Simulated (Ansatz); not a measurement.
# ZnS (Wurtzite-2H, P6_3mc): modes against biaxial strain in the (0001) plane, that of a and b

Wanted: the shifts of the zone-centre modes of ZnS (Wurtzite-2H, P6_3mc) with strain.

Method: DFT LDA, scalar-relativistic, plane waves, PAW; PAW set soft_1, in Ansatz 0.2.0.

Most raw output is cut from this account.

The database entry behind the starting cell differs from later determinations by our own check (about 0.4 % short), so it need not match the best structure at ambient conditions.

## 1. Starting point

The structure is hexagonal, space group P6_3mc (No. 186). The conventional cell has a = 3.811 Å, b = 3.811 Å, c = 6.234 Å, α = 90.00°, β = 90.00°, γ = 120.00°. Nearest to S lie 4 Zn at 2.31 to 2.40 Å. Zn has 4 S at 2.31 to 2.40 Å nearest. Farther neighbours and most contacts between anions are not listed.

## 2. Relaxation

Harmonic phonons are second derivatives at a point where the forces vanish, and they are wanted at zero stress, so atoms and cell are relaxed first.

File input.yaml:

```yaml
crystal:
  lattice:
    - [3.811, 0.0, 0.0]
    - [-1.9055, 3.3004228138, 0.0]
    - [0.0, 0.0, 6.234]
  atoms:
    - { symbol: S, position: [0.33333333, 0.66666667, 0.385] }
    - { symbol: S, position: [0.66666667, 0.33333333, 0.885] }
    - { symbol: Zn, position: [0.33333333, 0.66666667, 0.0] }
    - { symbol: Zn, position: [0.66666667, 0.33333333, 0.5] }
kpoints:
  mp_grid: { grid: [9, 9, 6] }
hamiltonian:
  xc: lda
  pseudopotentials: { kind: paw, azcp: { folder: soft_1 }, xc_functional: pbe }
scf:
  occupations: { method: gaussian, width: 0.02 }
output:
  forces: true
  stress: true
  eigenvalues: true
  write_density: true
  write_potential: true
  elf: true
  volumetric_format: npy
relax:
  adjacent_minimum: "off"
  f_tol: 0.005
  max_steps: 80
  cell: { stress_tol: 0.05 }
```

Command:

```
> ansatz run input.yaml --threads 8 --pin off --max-ram 16384MiB --backend cpu --events-out ev --progress --plain --runs-dir out
```

Run time: 13 s. Hardware: 8 threads of Intel Xeon at 2.70GHz, shared host; peak memory 0.57 GiB.

The steps of the relaxation:

```
step  energy less that of the first step (eV)  largest force component (eV/Å)  pressure (GPa)  volume (Å³)
   1                                   0.0000                          0.2941           -3.91        78.41
   2                                  -0.0558                          0.2289           -1.67        75.96
   3                                  -0.0748                          0.0079            0.50        73.92
   4                                  -0.0754                          0.0025           -0.02        74.35
   5                                  -0.0754                          0.0002            0.00        74.34
  6*                                  -0.0739                          0.0002            0.00        74.34
```

Relaxation steps marked * repeat the geometry before them on a plane-wave basis chosen anew for their cell, so energy and pressure can jump there.

The run keeps the 12 symmetry operations that it works with, so distortions that break them were not tested.

```
conventional cell, symmetrised  before  after  change
                         a (Å)   3.811  3.738  -1.9 %
                         b (Å)   3.811  3.738  -1.9 %
                         c (Å)   6.234  6.143  -1.5 %
              volume (Å³/atom)   19.60  18.58  -5.2 %
```

The atoms that moved most (Å, as changes of fractional coordinates times the final cell):

```
atom     dx     dy      dz  length
  S1  0.000  0.000  -0.034   0.034
 Zn4  0.000  0.000   0.034   0.034
 Zn3  0.000  0.000   0.034   0.034
  S2  0.000  0.000  -0.034   0.034
```

The relaxed structure:

```xyz
4
Lattice="3.7382 0.0000 0.0000 -1.8691 3.2373 0.0000 0.0000 0.0000 6.1428" Properties=species:S:1:pos:R:3 pbc="T T T"
S     0.0000    2.1582    2.3306
S     1.8691    1.0791    5.4021
Zn    0.0000    2.1582    0.0344
Zn    1.8691    1.0791    3.1058
```

Numbers from this step:

```yaml
pressure: -0.002460 GPa
gap_on_the_k_mesh: 2.186 eV
volume_per_atom: 18.58 Å³
```

Valence density in the ac plane at fractional y = 0.333, with atoms of S and Zn within 0.2 Å of it. It is the smooth field of the valence electrons, not physical close to the nuclei.

Values in e/Å³, 23 rows by 14 columns, each cell a mean:
```
 0  0  0  0  0  0  1  1  1  1  1  1  1  0
 0  0  0  0  0  0  1  1  1  1  1  1  1  1
 0  0  0  0  0  0  1  1  1  0  1  1  1  1
 0  0  0  0  0  0  1  1  1  1  1  1  1  0
 0  0  0  0  0  0  0  1  1  1  1  1  1  0
 0  0  0  0  0  0  0  1  1  1  1  1  0  0
 0  0  0  0  0  0  0  0  0  1  1  0  0  0
 0  0  0  0  0  0  0  0  0  1  1  0  0  0
 0  0  0  0  0  0  0  0  1  1  1  1  0  0
 0  0  0  0  0  0  0  1  5  9  7  2  1  0
 0  0  0  0  0  0  1  2 13 29 21  4  1  0
 0  0  0  0  0  0  1  2 13 29 21  4  1  0
 0  0  0  0  0  0  0  1  4  8  6  2  1  0
 0  0  0  0  0  0  0  1  1  2  1  1  0  0
 0  0  0  0  0  0  0  0  0  0  0  0  0  0
 0  0  0  0  0  0  0  0  0  0  0  0  0  0
 0  0  0  0  0  0  0  0  0  0  0  0  0  0
 0  0  0  0  0  0  0  0  0  0  0  0  0  0
 0  0  0  0  0  0  0  0  0  0  0  0  0  0
 0  0  0  0  0  0  0  0  0  0  0  0  0  0
 0  0  0  0  0  0  0  0  0  0  0  0  0  0
 0  0  0  0  0  0  0  0  0  0  0  0  0  0
 0  0  0  0  0  0  0  1  1  1  1  1  0  0
```
Columns run along a (3.7 Å), rows up along c (6.1 Å). Atoms in or near the plane, at fractional coordinates: S at (0.67, 0.88), Zn at (0.67, 0.51).

ELF in the ac plane at fractional y = 0.333, with atoms of S and Zn within 0.2 Å of it. It is the smooth field of the valence electrons, not physical close to the nuclei.

Values, 23 rows by 14 columns, each cell a mean:
```
0.37 0.20 0.16 0.18 0.29 0.58 0.81 0.84 0.68 0.50 0.58 0.80 0.84 0.72
0.48 0.23 0.16 0.20 0.37 0.67 0.84 0.77 0.37 0.10 0.19 0.66 0.85 0.79
0.53 0.26 0.16 0.20 0.41 0.71 0.83 0.69 0.20 0.01 0.05 0.53 0.82 0.80
0.49 0.23 0.12 0.17 0.39 0.67 0.80 0.74 0.42 0.20 0.29 0.65 0.80 0.75
0.40 0.17 0.08 0.12 0.30 0.58 0.77 0.82 0.77 0.71 0.74 0.81 0.80 0.69
0.27 0.10 0.04 0.07 0.19 0.44 0.67 0.79 0.86 0.87 0.87 0.82 0.72 0.55
0.14 0.05 0.03 0.04 0.10 0.24 0.43 0.54 0.60 0.63 0.62 0.57 0.48 0.33
0.10 0.05 0.03 0.04 0.08 0.15 0.22 0.25 0.26 0.26 0.26 0.25 0.24 0.19
0.13 0.10 0.09 0.10 0.12 0.15 0.17 0.16 0.13 0.10 0.11 0.15 0.17 0.16
0.19 0.22 0.24 0.24 0.21 0.18 0.16 0.11 0.03 0.01 0.02 0.08 0.15 0.17
0.27 0.38 0.44 0.41 0.33 0.21 0.16 0.07 0.01 0.00 0.00 0.04 0.13 0.18
0.39 0.56 0.61 0.59 0.47 0.27 0.16 0.07 0.01 0.00 0.00 0.04 0.13 0.20
0.53 0.67 0.70 0.69 0.60 0.37 0.19 0.12 0.04 0.02 0.02 0.08 0.16 0.25
0.61 0.70 0.73 0.71 0.65 0.46 0.23 0.16 0.12 0.10 0.11 0.15 0.19 0.33
0.61 0.68 0.70 0.69 0.64 0.50 0.29 0.19 0.17 0.17 0.17 0.17 0.22 0.39
0.54 0.62 0.65 0.63 0.57 0.44 0.27 0.18 0.15 0.15 0.15 0.16 0.22 0.35
0.42 0.52 0.56 0.54 0.47 0.33 0.19 0.12 0.09 0.09 0.09 0.10 0.15 0.25
0.25 0.34 0.39 0.36 0.29 0.18 0.09 0.05 0.04 0.03 0.03 0.04 0.07 0.13
0.14 0.20 0.22 0.21 0.17 0.10 0.06 0.04 0.04 0.04 0.04 0.04 0.05 0.08
0.12 0.15 0.16 0.15 0.13 0.11 0.09 0.11 0.13 0.15 0.14 0.12 0.09 0.09
0.16 0.16 0.16 0.16 0.15 0.18 0.26 0.36 0.45 0.48 0.47 0.40 0.30 0.21
0.20 0.17 0.17 0.17 0.18 0.29 0.49 0.63 0.70 0.71 0.71 0.67 0.56 0.37
0.26 0.18 0.17 0.17 0.22 0.42 0.68 0.79 0.80 0.78 0.79 0.80 0.74 0.55
```
Columns run along a (3.7 Å), rows up along c (6.1 Å). Atoms in or near the plane, at fractional coordinates: S at (0.67, 0.88), Zn at (0.67, 0.51).

Electrostatic potential energy in the ac plane at fractional y = 0.333, with atoms of S and Zn within 0.2 Å of it. With pseudopotentials it is smooth inside the atoms' cores, unlike the true potential.

Ten even steps from '_' (-49 eV) to '@' (11 eV), each cell a mean:
```
@@@@@@@@@@@@%%++::::::==##%%
@@@@@@@@@@@@##--::::::::++%%
@@@@@@@@@@@@**--::==--::++%%
@@@@@@@@@@@@##==::::::::**%%
@@@@@@@@@@@@%%**--::--++##@@
@@@@@@@@@@@@@@%%##****%%@@@@
@@@@@@@@@@@@@@@@%%%%%%@@@@@@
@@@@@@@@@@@@@@%%%%####%%@@@@
@@@@@@@@@@@@%%**==----++%%@@
@@@@@@@@@@@@##==..____::**%%
@@@@@@@@@@@@**::________==%%
@@@@@@@@@@@@**::________==%%
@@@@@@@@@@@@##==..____::**%%
@@@@@@@@@@@@%%**==----++%%@@
@@@@@@@@@@@@@@@@%%####%%@@@@
@@@@@@@@@@@@@@@@@@@@@@@@@@@@
@@@@@@@@@@@@@@@@@@@@@@@@@@@@
@@@@@@@@@@@@@@@@@@@@@@@@@@@@
@@@@@@@@@@@@@@@@@@@@@@@@@@@@
@@@@@@@@@@@@@@@@@@@@@@@@@@@@
@@@@@@@@@@@@@@@@@@@@@@@@@@@@
@@@@@@@@@@@@@@@@%%%%%%@@@@@@
@@@@%%%%@@@@@@%%******##%%@@
```
Columns run along a (3.7 Å; values clipped at the 3rd and 97th percentile), rows up along c (6.1 Å). Atoms in or near the plane, at fractional coordinates: S at (0.67, 0.88), Zn at (0.67, 0.51).

In this step the volume went from 19.60 to 18.58 Å³/atom.

## 3. Tight relaxation

A first tight relaxation and response on 9×9×6 k points, not shown, drew a warning on the mesh, so the tight relaxation is repeated on 12×12×8 points.

File input.yaml:

```yaml
crystal:
  lattice:
    - [3.7381579092, 0.0, 0.0]
    - [-1.8690789546, 3.2373397127, 0.0]
    - [0.0, 0.0, 6.1428450369]
  atoms:
    - { symbol: S, position: [0.3333333333, 0.6666666667, 0.3794072714] }
    - { symbol: S, position: [0.6666666667, 0.3333333333, 0.8794072714] }
    - { symbol: Zn, position: [0.3333333333, 0.6666666667, 0.0055927286] }
    - { symbol: Zn, position: [0.6666666667, 0.3333333333, 0.5055927286] }
kpoints:
  mp_grid: { grid: [12, 12, 8] }
hamiltonian:
  xc: lda
  pseudopotentials: { kind: paw, azcp: { folder: soft_1 }, xc_functional: pbe }
scf:
  occupations: { method: fixed }
output:
  forces: true
  stress: true
  eigenvalues: true
relax:
  adjacent_minimum: "off"
  f_tol: 0.001
  max_steps: 60
  cell: { stress_tol: 0.01 }
```

Elapsed: 7 s, on 8 threads; peak memory 0.59 GiB; 46 s of CPU time.

Little changed from the start: no atom moved by 0.005 Å and no cell edge by 0.1 %.

Numbers from this step:

| Item | Value |
| --- | --- |
| pressure | -0.002847 GPa |

The largest force component left is 0.24 meV/Å and the pressure is -0.003 GPa, within the tolerances set. The cell now holds 18.58 Å³/atom.

## 4. Modes at rest

The modes at rest are the reference of the series, and the response to a field gives the dielectric tensor and the Born charges.

Changes to input.yaml since step 3:

```diff
@@ -18,9 +18,6 @@
 output:
-  forces: true
-  stress: true
   eigenvalues: true
-relax:
-  adjacent_minimum: "off"
-  f_tol: 0.001
-  max_steps: 60
-  cell: { stress_tol: 0.01 }
+phonons:
+  method: dfpt
+  dielectric: true
+  rigid_motions: translations
```

It took 2.2 min on 8 threads; peak memory 2.5 GiB; 14 min of CPU time.

Numbers from this step:

| Property | Result |
| --- | --- |
| sum-rule residual before enforcement | 2.29e-4 eV/Å² |
| miss of the charge sum rule | 3.29e-4 e |
| estimated error of the dielectric tensor | 0.02005 |
| estimated error of the Born charges | 0.01329 e |
| point group | 6mm |
| highest optical mode at the zone centre (no LO-TO term) | 348.9 cm⁻¹ |
| lowest optical zone-centre mode | 70.57 cm⁻¹ |
| mean high-frequency dielectric constant | 6.103 |
| largest Born charge (third of the trace) | -1.868 e |
| mean static dielectric constant | 8.625 |
| top of the zone-centre spectrum with the field | 348.9 cm⁻¹ |

Without the LO-TO term. Patterns of degenerate modes are one choice out of their space. The modes at Γ (shares of kinetic energy by element, %):

```
mode  frequency (cm⁻¹)  symmetry  S %  Zn %
   1               0.0  acoustic   33    67
   2               0.0  acoustic   33    67
   3               0.0  acoustic   33    67
   4              70.6        E2   26    74
   5              70.6        E2   26    74
   6             199.8        B1    4    96
   7             289.4        A1   67    33
   8             293.5        E1   67    33
   9             293.5        E1   67    33
  10             299.1        E2   74    26
  11             299.1        E2   74    26
  12             348.9        B1   96     4
```

Displacements in mode 5 (70.6 cm⁻¹), the largest set to 1:
```
S1  -0.84  0.00  0.00
S2   0.84  0.00  0.00
Zn3  1.00  0.00  0.00
Zn4 -1.00  0.00  0.00
```

Displacements in mode 9 (293.5 cm⁻¹), the largest set to 1:
```
S1   1.00  0.00  0.00
S2   1.00  0.00  0.00
Zn3 -0.49  0.00  0.00
Zn4 -0.49  0.00  0.00
```

Optical modes at the zone centre, without and with the macroscopic field of the longitudinal modes; each column is sorted by frequency, so a row need not hold one and the same mode. Modes with and without the field, by row:

```
rank among optical modes  no field (cm⁻¹)  q along (1, 0, 0) (cm⁻¹)  q along (0, 0, 1) (cm⁻¹)
                       1             70.6                      70.6                      70.6
                       2             70.6                      70.6                      70.6
                       3            199.8                     199.8                     199.8
                       4            289.4                     289.4                     293.5
                       5            293.5                     293.5                     293.5
                       6            293.5                     299.1                     299.1
                       7            299.1                     299.1                     299.1
                       8            299.1                     346.7                       348
                       9            348.9                     348.9                     348.9
```

Born charge (rows field, columns displacement) (e), principal values of the symmetric part by kind of site:

```
atom  atoms with these values    low  middle   high   mean
  S1                        2  -1.94   -1.83  -1.83  -1.87
 Zn3                        2   1.83    1.83   1.94   1.87
```

In full for Zn3:

```
1.83 0.00 0.00
0.00 1.83 0.00
0.00 0.00 1.94
```

High-frequency dielectric tensor:

```
6.06 0.00 0.00
0.00 6.06 0.00
0.00 0.00 6.19
```

Static dielectric tensor (ions relaxed, fixed cell):

```
8.46 0.00 0.00
0.00 8.46 0.00
0.00 0.00 8.96
```

Transverse modes. Infrared lines, with heights relative to the strongest:

```
position (cm⁻¹)  label  relative intensity
             71     E2                 0.0
            200     B1                 0.0
            289     A1                  56
            294     E1                 100
            299     E2                 0.0
            349     B1                 0.0
```

Before it was imposed, the acoustic sum rule was missed by 2.3e-4 eV/Å² and the charge sum rule by 3.3e-4 e. Small misses are needed for a sound result but don't prove that mesh and cutoff are converged. The lowest optical mode is real, 70.6 cm⁻¹.

## 5. Relaxation of a member: biaxial strain of +4 % in the (0001) plane, that of a and b

The cell takes a biaxial strain of +4 % in the (0001) plane, that of a and b. The strained lengths are held, while the rest of the cell and the atoms relax.

input.yaml, the sections that differ from step 4:

```yaml
crystal:
  lattice:
    - [3.8876842256, 0.0, 0.0]
    - [-1.9438421128, 3.3668333013, 0.0]
    - [0.0, 0.0, 6.0324272812]
  atoms:
    - { symbol: S, position: [0.3333333333, 0.6666666667, 0.3838251697] }
    - { symbol: S, position: [0.6666666667, 0.3333333333, 0.8838251697] }
    - { symbol: Zn, position: [0.3333333333, 0.6666666667, 0.0011748303] }
    - { symbol: Zn, position: [0.6666666667, 0.3333333333, 0.5011748303] }
output:
  forces: true
  stress: true
  eigenvalues: true
relax:
  adjacent_minimum: "off"
  f_tol: 0.001
  max_steps: 60
  cell: { stress_tol: 0.01, fix: [a, b, gamma] }
# kpoints, hamiltonian, scf: as in step 4
# phonons: removed
```

Wall time 12 s (8 threads); peak memory 0.54 GiB; 80 s of CPU time.

Relaxation path:

```
step  energy less that of the first step (eV)  largest force component (eV/Å)  pressure (GPa)  volume (Å³)
   1                                   0.0000                          0.0476           -4.39        78.96
   2                                  -0.0014                          0.0314           -4.10        78.61
   3                                  -0.0017                          0.0141           -4.00        78.48
   4                                  -0.0017                          0.0001           -4.02        78.50
  5*                                  -0.0015                          0.0001           -4.02        78.50
```

Relaxation steps marked * repeat the geometry before them on a plane-wave basis chosen anew for their cell, so energy and pressure can jump there.

The run keeps the 12 symmetry operations that it works with, so distortions that break them were not tested.

```
conventional cell, symmetrised  before  after  change
                         a (Å)   3.888  3.888  +0.0 %
                         b (Å)   3.888  3.888  +0.0 %
                         c (Å)   6.032  5.997  -0.6 %
              volume (Å³/atom)   19.74  19.62  -0.6 %
```

This step gave:

* pressure: -4.024 GPa
* gap on the k-mesh: 1.886 eV
* volume per atom: 19.62 Å³

The largest force component left is 0.070 meV/Å.

## 6. Zone-centre modes of the member: biaxial strain of +4 % in the (0001) plane, that of a and b

The zone-centre modes follow for biaxial strain of +4 % in the (0001) plane, that of a and b, with the response to a field.

input.yaml, the sections that differ from step 5:

```yaml
crystal:
  lattice:
    - [3.8876842256, 0.0, 0.0]
    - [-1.9438421128, 3.3668333013, 0.0]
    - [0.0, 0.0, 5.9971478594]
  atoms:
    - { symbol: S, position: [0.3333333333, 0.6666666667, 0.3851496502] }
    - { symbol: S, position: [0.6666666667, 0.3333333333, 0.8851496502] }
    - { symbol: Zn, position: [0.3333333333, 0.6666666667, -0.0001496502] }
    - { symbol: Zn, position: [0.6666666667, 0.3333333333, 0.4998503498] }
output:
  eigenvalues: true
phonons:
  method: dfpt
  dielectric: true
  rigid_motions: translations
# kpoints, hamiltonian, scf: as in step 5
# relax: removed
```

The job ended after 97 s (8 threads; peak memory 2.7 GiB; 10 min of CPU time).

This step gave:

```
sum-rule residual before enforcement                    : 1.12e-4 eV/Å²
miss of the charge sum rule                             : 6.36e-4 e
estimated error of the dielectric tensor                : 0.01727
estimated error of the Born charges                     : 0.01332 e
highest optical mode at the zone centre (no LO-TO term) : 336.9 cm⁻¹
lowest optical zone-centre mode                         : 71.26 cm⁻¹
mean high-frequency dielectric constant                 : 6.153
largest Born charge (third of the trace)                : -1.966 e
mean static dielectric constant                         : 9.411
top of the zone-centre spectrum with the field          : 336.9 cm⁻¹
```

Without the LO-TO term. Patterns of degenerate modes are one choice out of their space. The modes at Γ (shares of kinetic energy by element, %):

```
mode  frequency (cm⁻¹)  symmetry  S %  Zn %
   1               0.0  acoustic   33    67
   2               0.0  acoustic   33    67
   3               0.0  acoustic   33    67
   4              71.3        E2   24    76
   5              71.3        E2   24    76
   6             183.9        B1    5    95
   7             259.3        E1   67    33
   8             259.3        E1   67    33
   9             266.8        E2   76    24
  10             266.8        E2   76    24
  11             270.5        A1   67    33
  12             336.9        B1   95     5
```

Transverse modes. Lines of the infrared spectrum (strongest = 100):

```
position (cm⁻¹)  label  relative intensity
             71     E2                 0.0
            184     B1                 0.0
            259     E1                 100
            267     E2                 0.0
            270     A1                  50
            337     B1                 0.0
```

Without the LO-TO term the lowest optical mode is real, 71.3 cm⁻¹, and the highest lies at 336.9 cm⁻¹.

For the highest optical mode at the zone centre (no LO-TO term), step 4 gave 349 cm⁻¹; this run, with strain 4 %, gives 337 cm⁻¹ (-3 %).

[end of part 1 of 2]

[Logs are printed without paths, hosts, clocks, repeated set-up lines and the standing remarks that a program may print on its own settings, such as how far it seeks lower states.]

[Hosts, paths, dates, database ids (printed as entryN), source tags and the programs' standing remarks are cut or masked in the printed files.]
